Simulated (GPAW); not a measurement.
## WS2 (Tungstenite): optical spectrum from first principles

Wanted: where WS2 (Tungstenite) starts to absorb, how strongly, and its refractive index. The cell comes from an older database entry, whose edges can differ from later determinations, mostly by under a per cent.

Main program and level: GPAW 26.7.0; DFT, LDA, plane-wave PAW (GPAW data sets), scalar-relativistic, RPA, optical limit.

The database entry behind the starting cell differs from later determinations by our own check (an axis about 1.4 % long against later determinations), so it need not match the best structure at ambient conditions.

## Step 1: The starting structure

The structure is hexagonal, space group P6_3/mmc (No. 194). The conventional cell has a = 3.180 Å, b = 3.180 Å, c = 12.500 Å, α = 90.00°, β = 90.00°, γ = 120.00°. Nearest to W lie 6 S at 2.41 Å. Nearest to S lie 3 W at 2.41 Å. Farther neighbours and most contacts between anions are not listed.

As a file:

```cif
data_structure
_symmetry_space_group_name_H-M 'P6_3/mmc'
_symmetry_Int_Tables_number 194
_cell_length_a 3.1800
_cell_length_b 3.1800
_cell_length_c 12.5000
_cell_angle_alpha 90.000
_cell_angle_beta 90.000
_cell_angle_gamma 120.000
_cell_volume 109.47
loop_
_atom_site_label
_atom_site_type_symbol
_atom_site_symmetry_multiplicity
_atom_site_Wyckoff_symbol
_atom_site_fract_x
_atom_site_fract_y
_atom_site_fract_z
_atom_site_occupancy
W1 W 2 c 0.66667 0.33333 0.75000 1
S1 S 4 f 0.66667 0.33333 0.37500 1
```

## Step 2: Dielectric function, RPA

Transitions between filled and empty bands, summed over the zone, give the optical response, so mesh, band count and broadening shape it.

The induced potential is part of this response.

Input file df.py:

```python
from gpaw.response.df import DielectricFunction

df = DielectricFunction('full.gpw', frequencies={'type': 'nonlinear', 'domega0': 0.03, 'omega2': 8},
                        ecut=50,
                        eta=0.15,
                        nbands=75,
                        txt='df.txt')
for direction in ['x', 'z']:
    df.get_dielectric_function(xc='RPA', direction=direction, filename=f'df_{direction}.csv')
```

The run is started by

```console
> OMP_NUM_THREADS=1 python df.py
```

Numbers of over 12 decimals in the logs are rounded to 6 here.

Log:

```text
Using integrator: PointIntegrator
NonLinearFrequencyDescriptor(from 0.000 to 100.485 eV, 541 points)
Nonperiodic BCs:  [False False False]
Using integrator: PointIntegrator
NonLinearFrequencyDescriptor(from 0.000 to 100.485 eV, 541 points)
Nonperiodic BCs:  [False False False]

Calculating chi0 body with:
    Ground state adapter containing:
    Number of spins: 1
    Number of kpoints: 432
    Number of irreducible kpoints: 50
    Number of completely occupied states: 26
    Number of partially occupied states: 26

    Linear response parametrization:
    q_c: [0.0, 0.0, 0.0]
    Number of frequency points: 541
    Planewave cutoff: 50.0
    Number of bands: 75
    Number of planewaves: 81
    Broadening (eta): 0.15

Integrating chi0 body.

Symmetries of q_c:
    Direct symmetries (Uq -> q): 12
    Indirect symmetries (TUq -> q): 0
In total 12 allowed symmetries.

50 groups of equivalent kpoints. 88.425926% reduction.

Integral kind: spectral function

Calculating chi0 optical extensions with:
    Ground state adapter containing:
    Number of spins: 1
    Number of kpoints: 432
    Number of irreducible kpoints: 50
    Number of completely occupied states: 26
    Number of partially occupied states: 26

    Linear response parametrization:
    Number of frequency points: 541
    Planewave cutoff: 50.0
    Number of bands: 75
    Number of planewaves: 81
    Broadening (eta): 0.15
Integrating chi0 head and wings.

Symmetries of q_c:
    Direct symmetries (Uq -> q): 12
    Indirect symmetries (TUq -> q): 0
In total 12 allowed symmetries.

50 groups of equivalent kpoints. 88.425926% reduction.

Integral kind: spectral function wings
```

The job ended after 73 s (1 thread of Arm Neoverse V1, shared host; peak memory 0.42 GiB).

This step gave:

```
electronic dielectric constant ε∞, mean over x, y and z (by symmetry where fewer were run) : 10.25
main peak of Im epsilon, first axis                                                        : 3.345 eV
```

Some rows of df_x.csv (energy; Re and Im without local fields; Re and Im with them):

```text
0.000000, 13.429602, -0.000000, 12.655445, -0.000000
0.429336, 13.623220, 0.140878, 12.830260, 0.126997
0.878195, 14.315711, 0.349448, 13.452699, 0.312691
1.347938, 15.988258, 0.890708, 14.939189, 0.783263
1.840057, 17.467945, 4.187759, 16.275606, 3.650870
2.356191, 21.815088, 11.550650, 20.474630, 9.124697
2.898142, 12.922655, 16.442319, 14.499373, 14.873508
3.467895, 6.497880, 14.742110, 7.248442, 15.867238
4.067647, 5.724999, 12.167765, 4.556723, 12.784541
4.699832, 2.187560, 13.525632, 1.436259, 12.907342
5.367152, -0.089589, 9.730505, -0.639007, 9.082369
6.072622, -1.052765, 9.816195, -1.012962, 8.971584
6.819608, -2.025068, 7.062779, -1.607480, 6.548954
7.611886, -1.952621, 4.979303, -2.066612, 4.784743
8.453705, -0.560007, 4.407775, -0.687128, 4.172924
9.349861, -0.449398, 4.321878, -0.770700, 3.948885
10.305790, -0.546580, 3.866406, -0.681515, 3.141127
11.327680, -1.465029, 3.923439, -1.155840, 3.276781
12.422601, -1.458456, 2.695653, -1.132817, 2.267980
13.598673, -1.446818, 2.012744, -1.099569, 1.665376
```

Values under the direct gap are tails of Lorentzian lines. The Im ε by photon energy; read off at these points:

```csv
photon energy (eV),E ∥ x,E ∥ z
0.00,0,0
0.50,0.151,0.0269
1.00,0.388,0.0624
1.50,1.23,0.126
2.00,3.21,0.313
2.50,11.9,1.96
3.00,15.5,3.57
3.34,16.1,2.93
3.50,15.6,2.77
4.00,12.6,2.40
4.50,13.2,2.29
4.61,13.6,2.15
5.00,11.5,2.30
5.50,8.66,2.17
6.00,9.19,2.44
6.50,7.27,2.63
7.00,6.38,2.88
7.50,5.33,3.29
8.00,4.11,3.64
8.50,4.24,4.32
9.00,3.58,5.23
9.50,3.86,6.04
10.00,3.42,5.73
10.50,3.16,5.14
11.00,3.55,5.74
11.50,3.07,7.60
12.00,2.62,5.37
12.50,2.23,3.51
13.00,2.09,2.66
13.50,1.85,2.04
```

Re ε against photon energy:

```csv
photon energy (eV),E ∥ x,E ∥ z
0.0,12.7,5.44
0.5,12.9,5.49
1.0,13.7,5.63
1.5,15.8,5.93
2.0,16.8,6.56
2.5,18.0,7.95
3.0,12.7,5.63
3.5,6.81,4.48
4.0,4.66,4.36
4.5,3.95,4.31
5.0,0.111,4.40
5.5,0.139,4.47
6.0,-0.689,4.54
6.5,-1.66,4.64
7.0,-1.60,4.57
7.5,-2.11,4.61
8.0,-1.30,4.81
8.5,-0.777,4.71
9.0,-0.377,4.33
9.5,-0.858,3.32
10.0,-0.836,1.90
10.5,-0.461,2.16
11.0,-0.586,1.98
11.5,-1.08,-0.0783
12.0,-1.37,-2.12
12.5,-1.12,-1.91
13.0,-0.967,-1.41
13.5,-1.19,-1.02
```

The Im ε, E ∥ x has structure finer than the step of the table below, so its rows give means over 0.5 eV, whole bins alone (the curve runs from 0 to 14.0 eV). Peaks (eV: height): without local fields 2.94: 16.6, 4.61: 14.4; with local fields 3.34: 16.1.

Values under the direct gap are tails of Lorentzian lines. Table of Im ε, E ∥ x by photon energy; means over each step:

```csv
photon energy (eV),without local fields,with local fields
0.5,0.171,0.154
1.0,0.453,0.404
1.5,1.72,1.50
2.0,4.47,3.76
2.5,13.2,10.9
3.0,15.8,14.9
3.5,14.3,15.4
4.0,12.2,12.9
4.5,13.3,12.8
5.0,12.1,11.5
5.5,9.78,9.00
6.0,9.88,8.98
6.5,8.14,7.41
7.0,6.64,6.33
7.5,5.38,5.22
8.0,4.38,4.13
8.5,4.30,4.07
9.0,4.00,3.73
9.5,4.25,3.81
10.0,4.03,3.36
10.5,3.98,3.20
11.0,4.23,3.48
11.5,3.76,3.14
12.0,3.11,2.67
12.5,2.68,2.23
13.0,2.52,2.11
13.5,2.23,1.86
```

The reflectivity at normal incidence has structure finer than the step of the table below, so its rows give means over 0.25 eV, whole bins alone (the curve runs from 0 to 14.0 eV). Peaks (eV: height): E ∥ x 3.426: 44.9, 4.654: 44.7, 6.125: 43.1, 7.554: 43.0, 8.641: 35.1, 11.944: 38.1, 13.512: 38.7; E ∥ z 2.585: 24.1, 12.102: 43.5.

Reflectivity at normal incidence against photon energy; means over each step:

```csv
photon energy (eV),E ∥ x (%),E ∥ z (%)
0.25,31.6,16.0
0.50,31.9,16.1
0.75,32.3,16.3
1.00,33.1,16.6
1.25,34.2,16.9
1.50,35.8,17.5
1.75,37.2,18.2
2.00,37.7,19.3
2.25,41.7,21.0
2.50,43.4,23.4
2.75,43.3,23.0
3.00,44.2,21.3
3.25,44.4,18.9
3.50,44.5,17.3
3.75,43.2,16.6
4.00,41.5,16.1
4.25,41.0,15.7
4.50,42.6,15.6
4.75,44.2,15.6
5.00,44.2,15.9
5.25,43.6,15.5
5.50,39.9,15.9
5.75,39.8,16.5
6.00,42.3,16.5
6.25,43.0,16.9
6.50,42.5,17.4
6.75,41.6,17.8
7.00,41.2,17.8
7.25,41.5,18.5
7.50,42.5,19.1
7.75,40.0,19.5
8.00,36.7,20.4
8.25,33.7,21.2
8.50,33.5,22.1
8.75,34.1,23.3
9.00,29.6,24.6
9.25,31.6,25.4
9.50,33.1,27.0
9.75,32.7,27.6
10.00,32.0,27.5
10.25,30.8,25.6
10.50,28.7,25.3
10.75,29.0,26.9
11.00,30.6,27.8
11.25,34.2,31.2
11.50,34.4,37.6
11.75,36.0,40.2
12.00,37.8,42.5
12.25,36.9,42.2
12.50,35.5,41.8
12.75,34.3,40.6
13.00,33.6,38.6
13.25,34.2,37.1
13.50,37.8,34.4
13.75,34.5,27.6
```

Values under the direct gap are tails of Lorentzian lines. Table of loss function −Im 1/ε at q → 0 by energy loss; read off at these points:

```csv
energy loss (eV),E ∥ x,E ∥ z
0.00,0,0
0.50,9.1e-4,8.9e-4
1.00,0.00205,0.00197
1.50,0.00490,0.00359
2.00,0.0110,0.00726
2.50,0.0255,0.0292
3.00,0.0387,0.0804
3.50,0.0537,0.0999
4.00,0.0696,0.0970
4.50,0.0694,0.0961
5.00,0.0868,0.0935
5.50,0.115,0.0881
6.00,0.108,0.0918
6.50,0.131,0.0925
7.00,0.147,0.0988
7.50,0.162,0.103
8.00,0.221,0.1000
8.50,0.228,0.106
9.00,0.276,0.113
9.50,0.247,0.127
10.00,0.276,0.157
10.50,0.310,0.165
11.00,0.274,0.156
11.50,0.290,0.131
12.00,0.300,0.161
12.50,0.358,0.220
13.00,0.394,0.294
13.50,0.383,0.392
13.86,0.511,0.535
```

From ε follow the optical constants at some laser and lamp lines:

```csv
wavelength (nm),n x,k x,R (%) x,1/α x,n z,k z,R (%) z,1/α z
1550,3.65,0.037,32.5,3.3 µm,2.36,0.010,16.4,13 µm
1064,3.77,0.070,33.7,1.2 µm,2.39,0.016,16.8,5.1 µm
800,4.02,0.184,36.2,346 nm,2.44,0.028,17.6,2.3 µm
633,4.07,0.406,37.1,124 nm,2.55,0.056,19.0,901 nm
450,4.26,1.531,43.2,23 nm,2.64,0.679,23.0,53 nm
405,3.94,1.940,44.0,17 nm,2.43,0.739,21.1,44 nm
365,3.63,2.212,44.9,13 nm,2.23,0.640,17.7,45 nm
```

Below the direct gap, k and the depth come from the tails of the Lorentzian lines, not from transitions.

Rows near the edge hang on the gap, which this functional as a rule makes too small, and phonon-assisted absorption is left out.

## Step 3: Results

```
electronic dielectric constant ε∞, mean over x, y and z (by symmetry where fewer were run) (RPA) : 10.3
main peak of Im epsilon, first axis                                                              : 3.34 eV
```

At this level (LDA, RPA) WS2 has a mean ε∞ = 10.3 and n = 3.65 at 1550 nm (E ∥ x), and Im ε peaks at 3.3 eV (E ∥ x). Local fields change the static value along x from 13.43 to 12.65 (-6 %). Distinct maxima of Im ε, read by a parabola through the highest points, lie at 3.34 eV (16), 4.59 eV (14) and 5.90 eV (9.4) for E ∥ x. The static values by axis are 12.65 (x), 5.44 (z). Excitons and phonon-assisted transitions are missing; LDA gaps are as a rule too small, which pulls the onset down and ε∞ up. Spin-orbit coupling is left out although heavy atoms are present. The sum runs over mesh points, so small or evenly spaced maxima can still be ripples of the mesh. In this version of GPAW the matrix elements of the optical limit are incomplete, which can lower ε − 1 by up to a tenth where first-row anions or d states rule, and shift it by more in d metals.

[Machine, clock and banner lines and Python warnings are left out of the logs.]

[Logs are printed without paths, hosts, clocks, repeated set-up lines and the standing remarks that a program may print on its own settings, such as how far it seeks lower states.]

[Hosts, paths, dates, database ids (printed as entryN), source tags and the programs' standing remarks are cut or masked in the printed files.]
